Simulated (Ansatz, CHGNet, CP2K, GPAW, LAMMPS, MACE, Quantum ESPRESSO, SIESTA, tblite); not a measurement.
**GPAW on glassy 67P2O5-33MgO (mol %) (80 atoms): settings against a plane-wave reference**

How do the settings of GPAW change the result for glassy 67P2O5-33MgO (mol %) (80 atoms)? A plane-wave run serves as the yardstick.

Program: GPAW 26.7.0. Level of theory: the method is named at each step. Results are calculated unless marked as measured.

## Step 1: The starting structure

The cell holds 80 atoms: 20 P, 5 Mg and 55 O. Cell: a = 10.514 Å, b = 10.514 Å, c = 10.514 Å, α = 90.0°, β = 90.0°, γ = 90.0°. 80 atoms (20 P, 5 Mg, 55 O) placed at random at 2.32 g/cm³, melted at 4000 K for 10 ps at fixed volume with the Morse and Coulomb pair potential with partial charges (Pedone, Malavasi, Menziani, Cormack and Segre, J. Phys. Chem. B 110, 11780 (2006)). Quenched from 4000 K to 300 K at 25 K/ps and fixed volume, held 5 ps.

The yardstick, on the same geometry:

- method: Kohn-Sham DFT, PBE, PAW, plane waves (Ansatz 0.2.0); cutoff 420 eV, Γ point, fermi-dirac smearing of 0.05 eV; PAW set soft_2
- r.m.s. force component: 1.485 eV/Å
- longest force: 6.704 eV/Å
- pressure: 1.683 GPa
- gap (highest filled to lowest empty level): 1.151 eV
- SCF cycles: 11
- time: 14 s on 4 threads of Arm Neoverse V2, shared host
- CPU time: 51 s

## Step 2: PBE, LCAO dzp, h 0.18 Å

Method: Kohn-Sham DFT, PBE, PAW, atomic orbitals (dzp).

The input, run.py:

```python
import numpy as np
from ase.io import read
from gpaw import GPAW, FermiDirac

atoms = read("structure.xyz")
atoms.calc = GPAW(
    mode="lcao",
    basis="dzp",
    h=0.18,
    xc="PBE",
    kpts={"size": (1, 1, 1), "gamma": True},
    occupations=FermiDirac(0.05),
    maxiter=200,
    symmetry={"point_group": False},
    txt="gpaw.txt",
)
energy = atoms.get_potential_energy(force_consistent=True)
forces = atoms.get_forces()
print(f"energy {energy:.6f} eV")
print("forces (eV/A)")
for i, (a, f) in enumerate(zip(atoms, forces)):
    print(f"{i:4d} {a.symbol:2s} {f[0]:10.5f} {f[1]:10.5f} {f[2]:10.5f}")
print(f"Fermi level {atoms.calc.get_fermi_level():.4f} eV")
for k in range(len(atoms.calc.get_ibz_k_points())):
    for s in range(atoms.calc.get_number_of_spins()):
        e = atoms.calc.get_eigenvalues(kpt=k, spin=s)
        n = np.searchsorted(e, atoms.calc.get_fermi_level())
        print(f"k {k} spin {s} levels about the Fermi level:", np.round(e[max(n - 6, 0):n], 4).tolist(), "|", np.round(e[n:n + 6], 4).tolist())
```

The input, structure.xyz:

```xyz
80
Lattice="10.51380 0.00000 0.00000 0.00000 10.51380 0.00000 0.00000 0.00000 10.51380" Properties=species:S:1:pos:R:3 pbc="T T T"
P 0.83259 0.79221 5.96322
P 6.05658 4.80712 0.91302
P 5.56317 3.67279 6.15604
P 0.46092 5.77975 7.26230
P 6.74965 3.06961 8.97900
P 5.48105 10.43968 2.40251
P 4.19185 7.20826 0.60097
P 2.03947 3.84532 2.89908
P 9.73021 3.95456 9.37253
P 2.11212 10.40267 8.60123
P 10.41255 8.97921 10.31425
P 6.21134 0.91449 5.20738
P 5.92558 6.47587 4.93549
P 10.37218 3.58121 5.12001
P 8.97889 5.56432 1.43398
P 3.17874 6.66060 3.44832
P 7.95716 8.42671 8.43385
P 8.66873 9.66586 5.71131
P 10.00767 0.85309 1.71848
P 3.22490 5.65401 8.67935
Mg 2.26352 2.81349 10.20375
Mg 7.94633 8.11466 2.84030
Mg 5.54929 10.35273 9.84744
Mg 4.82678 8.82770 7.22077
Mg 2.46612 0.71178 3.12775
O 6.57533 9.02158 8.58410
O 0.10924 7.17010 7.07379
O 2.94176 2.68459 3.18757
O 1.65540 0.51423 4.79934
O 2.23965 7.61883 4.08903
O 6.17444 3.53958 7.61840
O 3.37093 4.26398 9.28715
O 1.82814 3.91502 1.40244
O 9.11504 8.83727 9.45432
O 4.46447 6.45453 4.27964
O 6.06057 0.68119 3.70874
O 9.98306 9.90137 0.96695
O 9.56262 0.70306 3.11293
O 1.47677 0.41519 7.29595
O 3.66437 7.08146 2.03137
O 5.74779 0.63430 1.12182
O 5.99655 7.70525 5.84893
O 6.86593 6.60309 3.77487
O 3.14678 9.33941 8.21107
O 5.20233 0.15729 6.09716
O 8.73087 7.05245 1.38561
O 10.02344 10.43694 5.94040
O 8.44290 9.03482 7.10743
O 4.55973 8.57852 0.13699
O 8.29675 3.41394 8.96901
O 5.35121 6.16077 0.62294
O 0.26915 2.92431 9.39408
O 0.98188 1.01542 1.78514
O 0.34170 2.27971 5.95386
O 4.04340 10.20890 2.77259
O 6.10368 2.41512 5.48169
[... 20 atom lines left out ...]
O 0.37292 4.79976 6.00611
O 6.30860 9.12829 2.36855
O 9.21724 1.89995 1.00018
O 9.66618 5.19298 2.70835
```

The run is started by

```
> OMP_NUM_THREADS=1 python run.py > output.txt
```

Output:

```text
energy -495.260349 eV
forces (eV/A)
   0 P    -2.15100    0.59028   -2.30989
   1 P    -1.80974   -1.03195    2.83771
   2 P    -6.07332    2.88872    1.60842
   3 P     0.32744    0.38006   -0.83339
   4 P     0.36343   -1.17320    1.16411
   5 P     0.91927   -4.28667   -0.54815
   6 P     1.22911    0.75526   -2.67094
   7 P     0.41520   -2.67059   -2.77278
   8 P     0.35855    0.03699    2.28553
   9 P     1.38368   -2.81173    2.48420
  10 P    -0.23583   -1.30194    2.24490
  11 P    -2.43520   -5.16054    1.22228
  12 P     0.92649    3.67340   -1.52895
  13 P    -1.67003    0.19075   -0.10053
  14 P     1.95842    1.40841    3.41129
  15 P    -2.04612    2.28786    3.09900
  16 P     0.60441   -6.11093    2.01705
  17 P     2.08316   -1.80652   -1.07763
  18 P    -1.62418    2.94706    0.67867
  19 P     4.00924   -2.79059   -0.82389
  20 Mg   -0.98971    0.66150    0.70083
  21 Mg   -0.71544   -0.29617   -0.16030
  22 Mg    0.57367   -0.16045    1.03149
  23 Mg    0.75500   -1.12921   -1.00791
[...]
72 O    -0.39713   -0.57149    1.09210
  73 O     1.85589   -2.02299    0.94110
  74 O    -0.05068   -0.02271   -0.10336
  75 O    -0.11700   -1.21521    0.05003
  76 O     2.09868    0.99378   -0.32620
  77 O     0.50633   -0.52907    0.54230
  78 O    -0.88010    0.77953   -2.33766
  79 O     0.06062   -0.90443   -0.27071
Fermi level 4.1743 eV
k 0 spin 0 levels about the Fermi level: [1.5241, 1.8669, 1.978, 2.5624, 3.0752, 3.8084] | [4.5402, 5.3273, 5.6713, 5.78, 6.0445, 6.2668]
```

gpaw.txt:

```text
Input parameters:
  mode=LCAO(),
  basis={'default': 'dzp'},
  h=0.18,
  kpts=MonkhorstPack(size=(1, 1, 1), gamma=True),
  maxiter=200,
  occupations=Occupations(name='fermi-dirac', width=0.05, fixmagmom=False),
  symmetry=Symmetry(point_group=False),
  xc=XC(name='PBE')
Unit cell  # Å
| periodic |         x |         y |         z |   lengths |    angles |
|----------|-----------|-----------|-----------|-----------|-----------|
|      yes | 10.513800 |  0.000000 |  0.000000 | 10.513800 | 90.000000 |
|      yes |  0.000000 | 10.513800 |  0.000000 | 10.513800 | 90.000000 |
|      yes |  0.000000 |  0.000000 | 10.513800 | 10.513800 | 90.000000 |
Number of symmetries: 1
Symmetry operations  # r_c * U_cc + t_c -> r_c
|   | kind |            matrix            |
|---|------|------------------------------|
| 0 |  E   |  1, 0, 0,  0, 1, 0,  0, 0, 1 |
BZ-sampling:
  Number of BZ points: 1
  Number of IBZ points: 1
  Monkhorst-Pack size: [1, 1, 1]
  Monkhorst-Pack shift: [0, 0, 0]
[... lines left out ...]
eigensolver:
density mixing:
  MSR1-Mixer
occupation numbers:
  Fermi-Dirac:
    width: 0.0500  # eV
FastPoissonSolver using
    Stencil: 6*3+1=19 point O(h^6) finite-difference Laplacian
xc functional:
  name: PBE with 2 nearest neighbor stencil
interpolation: tri-quintic # 5. degree polynomial
Initialization done in: 7.910 s
convergence criteria:
- Maximum [total energy] change in last 3 cyles: 0.0005 eV / valence electron
- Maximum integral of absolute [dens]ity change: 0.0001 electrons / valence electron
- Maximum integral of absolute [eigenst]ate change: 4e-08 eV^2 / valence electron
maximum number of iterations: 200
SCF iterations
|iter     |      energy | eigst |  dens |
|---------|-------------|-------|-------|
|iter:   1| -559.649581 |      c|       |
|iter:   2| -543.820685 |      c| -0.83 |
|iter:   3| -495.372544 |      c| -0.88 |
|iter:   4| -495.284623 |      c| -1.50 |
|iter:   5| -495.310279c|      c| -1.82 |
|iter:   6| -495.260857c|      c| -2.20 |
|iter:   7| -495.260272c|      c| -2.89 |
|iter:   8| -495.259825c|      c| -3.27 |
|iter:   9| -495.259795c|      c| -3.88 |
|iter:  10| -495.259797c|      c| -4.25c|
Converged in 10 steps
SCF loop duration: 59.732 s (5.973 s/step)
Energy contributions relative to reference atoms: (reference = -325553.374180)
Energy contributions:
  Kinetic:         502.573852
  Coulomb:        -366.438268
  Zero:              4.173018
  External:          0.000000
  Xc:             -635.567848
  Entropy:          -0.001103
  Spinorbit:         0.000000
  ----------------------------
  Free energy:    -495.260349
  Extrapolated:   -495.259797
dipole moment: (3.127165, 30.001864, -28.281556)  # |e|*Ang
Fermi level: 4.174
Eigenvalues  # (at kpt = [0.000, 0.000, 0.000])
| band index |      eig [eV] | occ [0-2] |
|------------|---------------|-----------|
|          0 |       -74.131 |     2.000 |
|        ... |               |           |
|        232 |         1.442 |     2.000 |
|        233 |         1.493 |     2.000 |
[...]
|        247 |         6.747 |     0.000 |
|        ... |               |           |
|        291 |        10.364 |     0.000 |
Gap: 0.732 eV
Transition (v -> c):
  (s=0, k=0, n=239, [0.00, 0.00, 0.00]) -> (s=0, k=0, n=240, [0.00, 0.00, 0.00])
No difference between direct/indirect transitions
Force computation time: 11.999  # s
timing:  # [seconds]
  Total:  79.664  # ━━━━━━━━━━━━━━━━━━━━━━━━━━━━━━━━━━━━━━━━━━━━━━━━━━━━━━━━━
  Init:    7.909  # ━━━━━╸
  SCF:    59.732  # ━━━━━━━━━━━━━━━━━━━━━━━━━━━━━━━━━━━━━━━━━━╸
  Forces: 11.999  # ━━━━━━━━╸
```

The job ended after 81 s (1 thread of Arm Neoverse V2, shared host; peak memory 1.4 GiB).

Banners, paths, timers and routine set-up lines are dropped from the logs unmarked, and long logs keep their key lines alone; longer cuts are marked.

Against the reference:

```yaml
r_m_s_force_component: 1.695 eV/Å
r_m_s_difference_of_force_components: 582.7 meV/Å
longest_difference_of_force_vectors: 1804 meV/Å
force_difference_over_r_m_s_force: 39.24 %
slope_of_forces_against_the_reference_s: 1.075
correlation_of_force_components: 0.9413
spacing_of_highest_filled_and_lowest_empty_level: 0.7318 eV
gap_difference: -0.4195 eV
```

This run lies far from the reference in forces at the same functional.

Length of the force difference by element (eV/Å):

| element | atoms | mean | most |
| --- | --- | --- | --- |
| Mg | 5 | 0.14 | 0.23 |
| O | 55 | 1.1 | 1.8 |
| P | 20 | 0.35 | 0.68 |

Levels nearest the highest filled one (eV from it): -2.28, -1.94, -1.83, -1.25, -0.73, 0.00, 0.73, 1.52, 1.86, 1.97, 2.24, 2.46.

A closer look about O31, picked at random: 9 atoms, nearest first, numbered in the order of the input, with positions taken from that point.

| atom | x | y | z | distance (Å) | bonds | Fx | Fy | Fz (eV/Å) |
| --- | --- | --- | --- | --- | --- | --- | --- | --- |
| O31 | 0.00 | 0.00 | 0.00 | 0.00 | 2 | 0.92 | 1.30 | -0.08 |
| P5 | 0.58 | -0.47 | 1.36 | 1.55 | 4 | 0.36 | -1.17 | 1.16 |
| P3 | -0.61 | 0.13 | -1.46 | 1.59 | 4 | -6.07 | 2.89 | 1.61 |
| O56 | -0.07 | -1.12 | -2.14 | 2.42 | 2 | 3.19 | -0.17 | -2.12 |
| O59 | 0.33 | -1.93 | 1.54 | 2.49 | 2 | -0.33 | -0.82 | -0.11 |
| O62 | -0.05 | 0.45 | 2.46 | 2.50 | 2 | -0.85 | -0.44 | -1.80 |
| O50 | 2.12 | -0.13 | 1.35 | 2.52 | 2 | -0.11 | -0.13 | -0.90 |
| O64 | -2.11 | 0.09 | -1.42 | 2.54 | 1 | 0.46 | -0.32 | -0.17 |
| O74 | -0.12 | 1.49 | -2.08 | 2.56 | 2 | 1.86 | -2.02 | 0.94 |

Atoms are counted from 1 here, from 0 in the log.

Forces lie 39 % from the reference's, at 1.6 times its CPU time (on 1 against 4 cores).

The difference per atom is largest on O (1.1 eV/Å on average, against 0.35 on P).

## Step 3: PBE, LCAO dzp, h 0.28 Å

Method: Kohn-Sham DFT, PBE, PAW, atomic orbitals (dzp).

Edit run.py of step 2 so:

```diff
@@ -8,3 +8,3 @@
     basis="dzp",
-    h=0.18,
+    h=0.28,
     xc="PBE",
```

structure.xyz is that of step 2.

Output:

```text
energy -421.077344 eV
forces (eV/A)
   0 P    -2.16858    0.71204   -2.11719
   1 P    -1.82409   -0.93563    2.80091
   2 P    -6.25705    2.87585    1.73511
   3 P     0.25327    0.23193   -0.71574
   4 P     0.31161   -1.10213    0.98648
   5 P     0.74128   -4.31639   -0.73362
   6 P     1.32368    0.62651   -2.70214
   7 P     0.36534   -2.67983   -2.83914
   8 P     0.47862   -0.01032    2.31072
   9 P     1.35607   -2.88171    2.35839
  10 P    -0.25796   -1.09755    2.16617
  11 P    -2.35193   -4.97543    1.27876
  12 P     0.87275    3.63738   -1.48391
  13 P    -1.67966    0.04083   -0.07961
  14 P     1.98763    1.56264    3.54451
  15 P    -2.06374    2.19995    3.15555
  16 P     0.71802   -6.18764    2.04871
  17 P     2.03844   -1.81525   -0.89552
  18 P    -1.44596    2.82347    0.69813
  19 P     4.15636   -2.78428   -0.76543
  20 Mg   -1.03518    0.67098    0.70461
  21 Mg   -0.69994   -0.30312   -0.19208
  22 Mg    0.56446   -0.17530    1.01015
  23 Mg    0.70675   -1.12639   -1.00132
[...]
72 O     1.99259   -0.37184   -2.19294
  73 O     5.91780   -4.99274    1.57245
  74 O    -1.75658    2.91940    2.58579
  75 O     2.96268   -5.16927   -3.42811
  76 O    -1.68182   -0.66641    1.26868
  77 O     2.70741   -3.73382   -1.68964
  78 O     0.60542    0.54993   -3.88340
  79 O    -1.60696    2.42658   -3.41296
Fermi level 4.1944 eV
k 0 spin 0 levels about the Fermi level: [1.5332, 1.9084, 1.9861, 2.5769, 3.0839, 3.8025] | [4.5863, 5.3854, 5.7246, 5.8105, 6.0844, 6.3183]
```

gpaw.txt:

```text
Input parameters:
  mode=LCAO(),
  basis={'default': 'dzp'},
  h=0.28,
  kpts=MonkhorstPack(size=(1, 1, 1), gamma=True),
  maxiter=200,
  occupations=Occupations(name='fermi-dirac', width=0.05, fixmagmom=False),
  symmetry=Symmetry(point_group=False),
  xc=XC(name='PBE')
Unit cell  # Å
| periodic |         x |         y |         z |   lengths |    angles |
[... lines left out ...]
  Fermi-Dirac:
[... lines left out ...]
convergence criteria:
- Maximum [total energy] change in last 3 cyles: 0.0005 eV / valence electron
[... lines left out ...]
Converged in 10 steps
[... lines left out ...]
  Free energy:    -421.077344
  Extrapolated:   -421.076995
dipole moment: (2.424520, 28.372206, -28.300634)  # |e|*Ang
Fermi level: 4.194
Eigenvalues  # (at kpt = [0.000, 0.000, 0.000])
| band index |      eig [eV] | occ [0-2] |
|------------|---------------|-----------|
|          0 |       -74.151 |     2.000 |
|        ... |               |           |
|        232 |         1.445 |     2.000 |
|        233 |         1.499 |     2.000 |
[...]
|        247 |         6.789 |     0.000 |
|        ... |               |           |
|        291 |        10.408 |     0.000 |
Gap: 0.784 eV
Transition (v -> c):
  (s=0, k=0, n=239, [0.00, 0.00, 0.00]) -> (s=0, k=0, n=240, [0.00, 0.00, 0.00])
No difference between direct/indirect transitions
Force computation time: 4.988  # s
timing:  # [seconds]
  Total:  35.985  # ━━━━━━━━━━━━━━━━━━━━━━━━━━━━━━━━━━━━━━━━━━━━━━━━━━━━━━━━━
  Init:    4.818  # ━━━━━━━╸
  SCF:    26.154  # ━━━━━━━━━━━━━━━━━━━━━━━━━━━━━━━━━━━━━━━━━╸
  Forces:  4.988  # ━━━━━━━━
```

It took 37 s on 1 thread; peak memory 0.47 GiB.

Against the reference:

```
r.m.s. force component                           : 2.639 eV/Å
r.m.s. difference of force components            : 2154 meV/Å
longest difference of force vectors              : 6361 meV/Å
force difference over r.m.s. force               : 145.1 %
slope of forces against the reference's          : 1.028
correlation of force components                  : 0.5791
gap (highest filled to lowest empty level) : 0.7838 eV
gap difference                                   : -0.3675 eV
energy less the same-level run's                 : 927.3 meV/atom
r.m.s. force difference from the same-level run  : 2125 meV/Å
```

This is a coarse setting, run to see what it loses.

Against the first run (39 %), the force difference from the reference is 145 %, at 0.46 times the CPU time: the grid matters here.

The difference per atom is largest on O (4.3 eV/Å on average, against 0.37 on P). The forces add up to 46 eV/Å instead of zero, usually a sign of too coarse a grid.

## Step 4: PBE, LCAO sz(dzp), h 0.18 Å

Method: Kohn-Sham DFT, PBE, PAW, atomic orbitals (sz(dzp)).

Edit run.py of step 3 so:

```diff
@@ -7,4 +7,4 @@
     mode="lcao",
-    basis="dzp",
-    h=0.28,
+    basis="sz(dzp)",
+    h=0.18,
     xc="PBE",
```

structure.xyz is that of step 3.

Output:

```text
energy -272.602144 eV
forces (eV/A)
   0 P    -3.25350    0.61082    0.13552
   1 P    -0.56176   -0.74076    0.25830
   2 P    -2.36327    3.87699    1.28106
   3 P     1.16782   -2.03257   -1.64854
   4 P     0.42062    0.33960    0.94003
   5 P     1.44175   -2.90655    0.69450
   6 P     0.24629    0.44617   -1.61916
   7 P    -1.48822   -0.81168   -0.96703
   8 P    -1.93667    0.95781    2.53012
   9 P    -0.24705   -3.26037    1.70592
  10 P    -1.74978    0.21797    1.64261
  11 P    -0.36341   -3.37999    0.96124
[...]
75 O     1.23904   -1.29593   -0.19381
  76 O     2.97436    1.01149   -0.79689
  77 O     3.95477   -5.42988    0.54083
  78 O    -4.89484    6.38111   -5.74918
  79 O     3.84132   -2.79238    6.70354
Fermi level 4.6436 eV
k 0 spin 0 levels about the Fermi level: [2.9273, 3.1613, 3.2402, 3.5948, 4.106, 4.5406] | [4.7466, 5.6701, 5.7775, 6.2287, 6.4687, 6.8078]
```

gpaw.txt:

```text
Input parameters:
  mode=LCAO(),
  basis={'default': 'sz(dzp)'},
  h=0.18,
  kpts=MonkhorstPack(size=(1, 1, 1), gamma=True),
  maxiter=200,
  occupations=Occupations(name='fermi-dirac', width=0.05, fixmagmom=False),
  symmetry=Symmetry(point_group=False),
  xc=XC(name='PBE')
[... lines left out ...]
  Fermi-Dirac:
[... lines left out ...]
convergence criteria:
- Maximum [total energy] change in last 3 cyles: 0.0005 eV / valence electron
[... lines left out ...]
Converged in 20 steps
[... lines left out ...]
  Free energy:    -272.602144
[... lines left out ...]
Fermi level: 4.644
[... lines left out ...]
|          0 |       -73.280 |     2.000 |
|        ... |               |           |
|        232 |         2.806 |     2.000 |
|        233 |         2.852 |     2.000 |
[...]
|        247 |         7.223 |     0.000 |
|        ... |               |           |
|        291 |        12.356 |     0.000 |
Gap: 0.206 eV
Transition (v -> c):
  (s=0, k=0, n=239, [0.00, 0.00, 0.00]) -> (s=0, k=0, n=240, [0.00, 0.00, 0.00])
No difference between direct/indirect transitions
Force computation time: 3.415  # s
timing:  # [seconds]
  Total:  57.117  # ━━━━━━━━━━━━━━━━━━━━━━━━━━━━━━━━━━━━━━━━━━━━━━━━━━━━━━━━━
  Init:    5.985  # ━━━━━━
  SCF:    47.696  # ━━━━━━━━━━━━━━━━━━━━━━━━━━━━━━━━━━━━━━━━━━━━━━━╸
  Forces:  3.415  # ━━━╸
```

The job ended after 58 s (1 thread; peak memory 1.1 GiB).

Against the reference:

```
r.m.s. force component                           : 3.563 eV/Å
r.m.s. difference of force components            : 3308 meV/Å
longest difference of force vectors              : 10800 meV/Å
force difference over r.m.s. force               : 222.7 %
slope of forces against the reference's          : 0.8973
correlation of force components                  : 0.374
gap (highest filled to lowest empty level) : 0.206 eV
gap difference                                   : -0.9453 eV
```

This is a coarse setting, run to see what it loses.

Against the first run (39 %), the force difference from the reference is 223 %, at 0.72 times the CPU time (20 SCF steps against 10), with 340 basis functions against 1070: the smaller basis costs accuracy.

## Step 5: All runs compared

Differences are against the plane-wave reference, forces as r.m.s. over components; share is that over the reference's r.m.s. force, slope the least-squares factor from reference forces to these. Total energies of different programs have different zeros and aren't compared.

| run | Δ force, r.m.s. (meV/Å) | share (%) | slope | Δ gap (eV) | cores | CPU time | memory (GiB) |
| --- | --- | --- | --- | --- | --- | --- | --- |
| reference | - | - | - | - | 4 | 51 s | 1.3 |
| GPAW PBE, LCAO dzp, h 0.18 Å | 583 | 39.2 | 1.075 | -0.419 | 1 | 81 s | 1.4 |
| GPAW PBE, LCAO dzp, h 0.28 Å (coarse) | 2154 | 145 | 1.028 | -0.367 | 1 | 37 s | 0.47 |
| GPAW PBE, LCAO sz(dzp), h 0.18 Å (coarse) | 3308 | 223 | 0.897 | -0.945 | 1 | 58 s | 1.1 |

Rows marked coarse were listed beforehand as settings not expected to be converged; some can still land near the reference.

CPU time is summed over cores on a shared host, where runs went side by side, so it is rough. Symmetry, cutoffs, thresholds, outputs and thread counts weren't matched or tuned between programs; memory under MPI is the largest rank's times the ranks.

Within one program, basis, potentials and functional, energies share a zero. Each run against its twin at the usual cutoff or grid and solver:

| run | twin | Δ energy (meV/atom) | Δ force, r.m.s. (meV/Å) | CPU time over the twin's |
| --- | --- | --- | --- | --- |
| GPAW PBE, LCAO dzp, h 0.28 Å | LCAO dzp, h 0.18 Å | 927 | 2125 | 0.46 |

## Step 6: Outcome

| Property | Result |
| --- | --- |
| nearest in forces | GPAW PBE, LCAO dzp, h 0.18 Å, 39 % |
| its CPU time | 81 s |

In words: The PBE run in local orbitals, coarse settings apart, differs by 39 % (GPAW PBE, LCAO dzp, h 0.18 Å); basis, grid and potentials can all enter. Runs with settings chosen to be coarse differ by 145 % (GPAW PBE, LCAO dzp, h 0.28 Å) to 223 % (GPAW PBE, LCAO sz(dzp), h 0.18 Å), their programs' other errors included. None of the electronic-structure runs in the table takes under half the reference's CPU time of 51 s; they take 0.73 to 1.6 times as much. At the same functional, gaps differ from the reference's 1.15 eV by between -0.95 and -0.37 eV. The quench rate of 25 K/ps is many orders above laboratory rates, so the cell is likely richer in defects and strain than a real sample. The network of bonds at the start is that of the classical potential that made the cell, and needn't be the one that DFT or experiment would give. The electronic-structure runs sample only Γ, in a cell whose shortest periodic width is 11 Å.

[Also dropped from logs without a mark: logging warnings of Python, and SIESTA's first energy breakdown and zero terms.]

[Logs are printed without paths, hosts, clocks, repeated set-up lines and the standing remarks that a program may print on its own settings, such as how far it seeks lower states.]

[Hosts, paths, dates, database ids (printed as entryN), source tags and the programs' standing remarks are cut or masked in the printed files.]
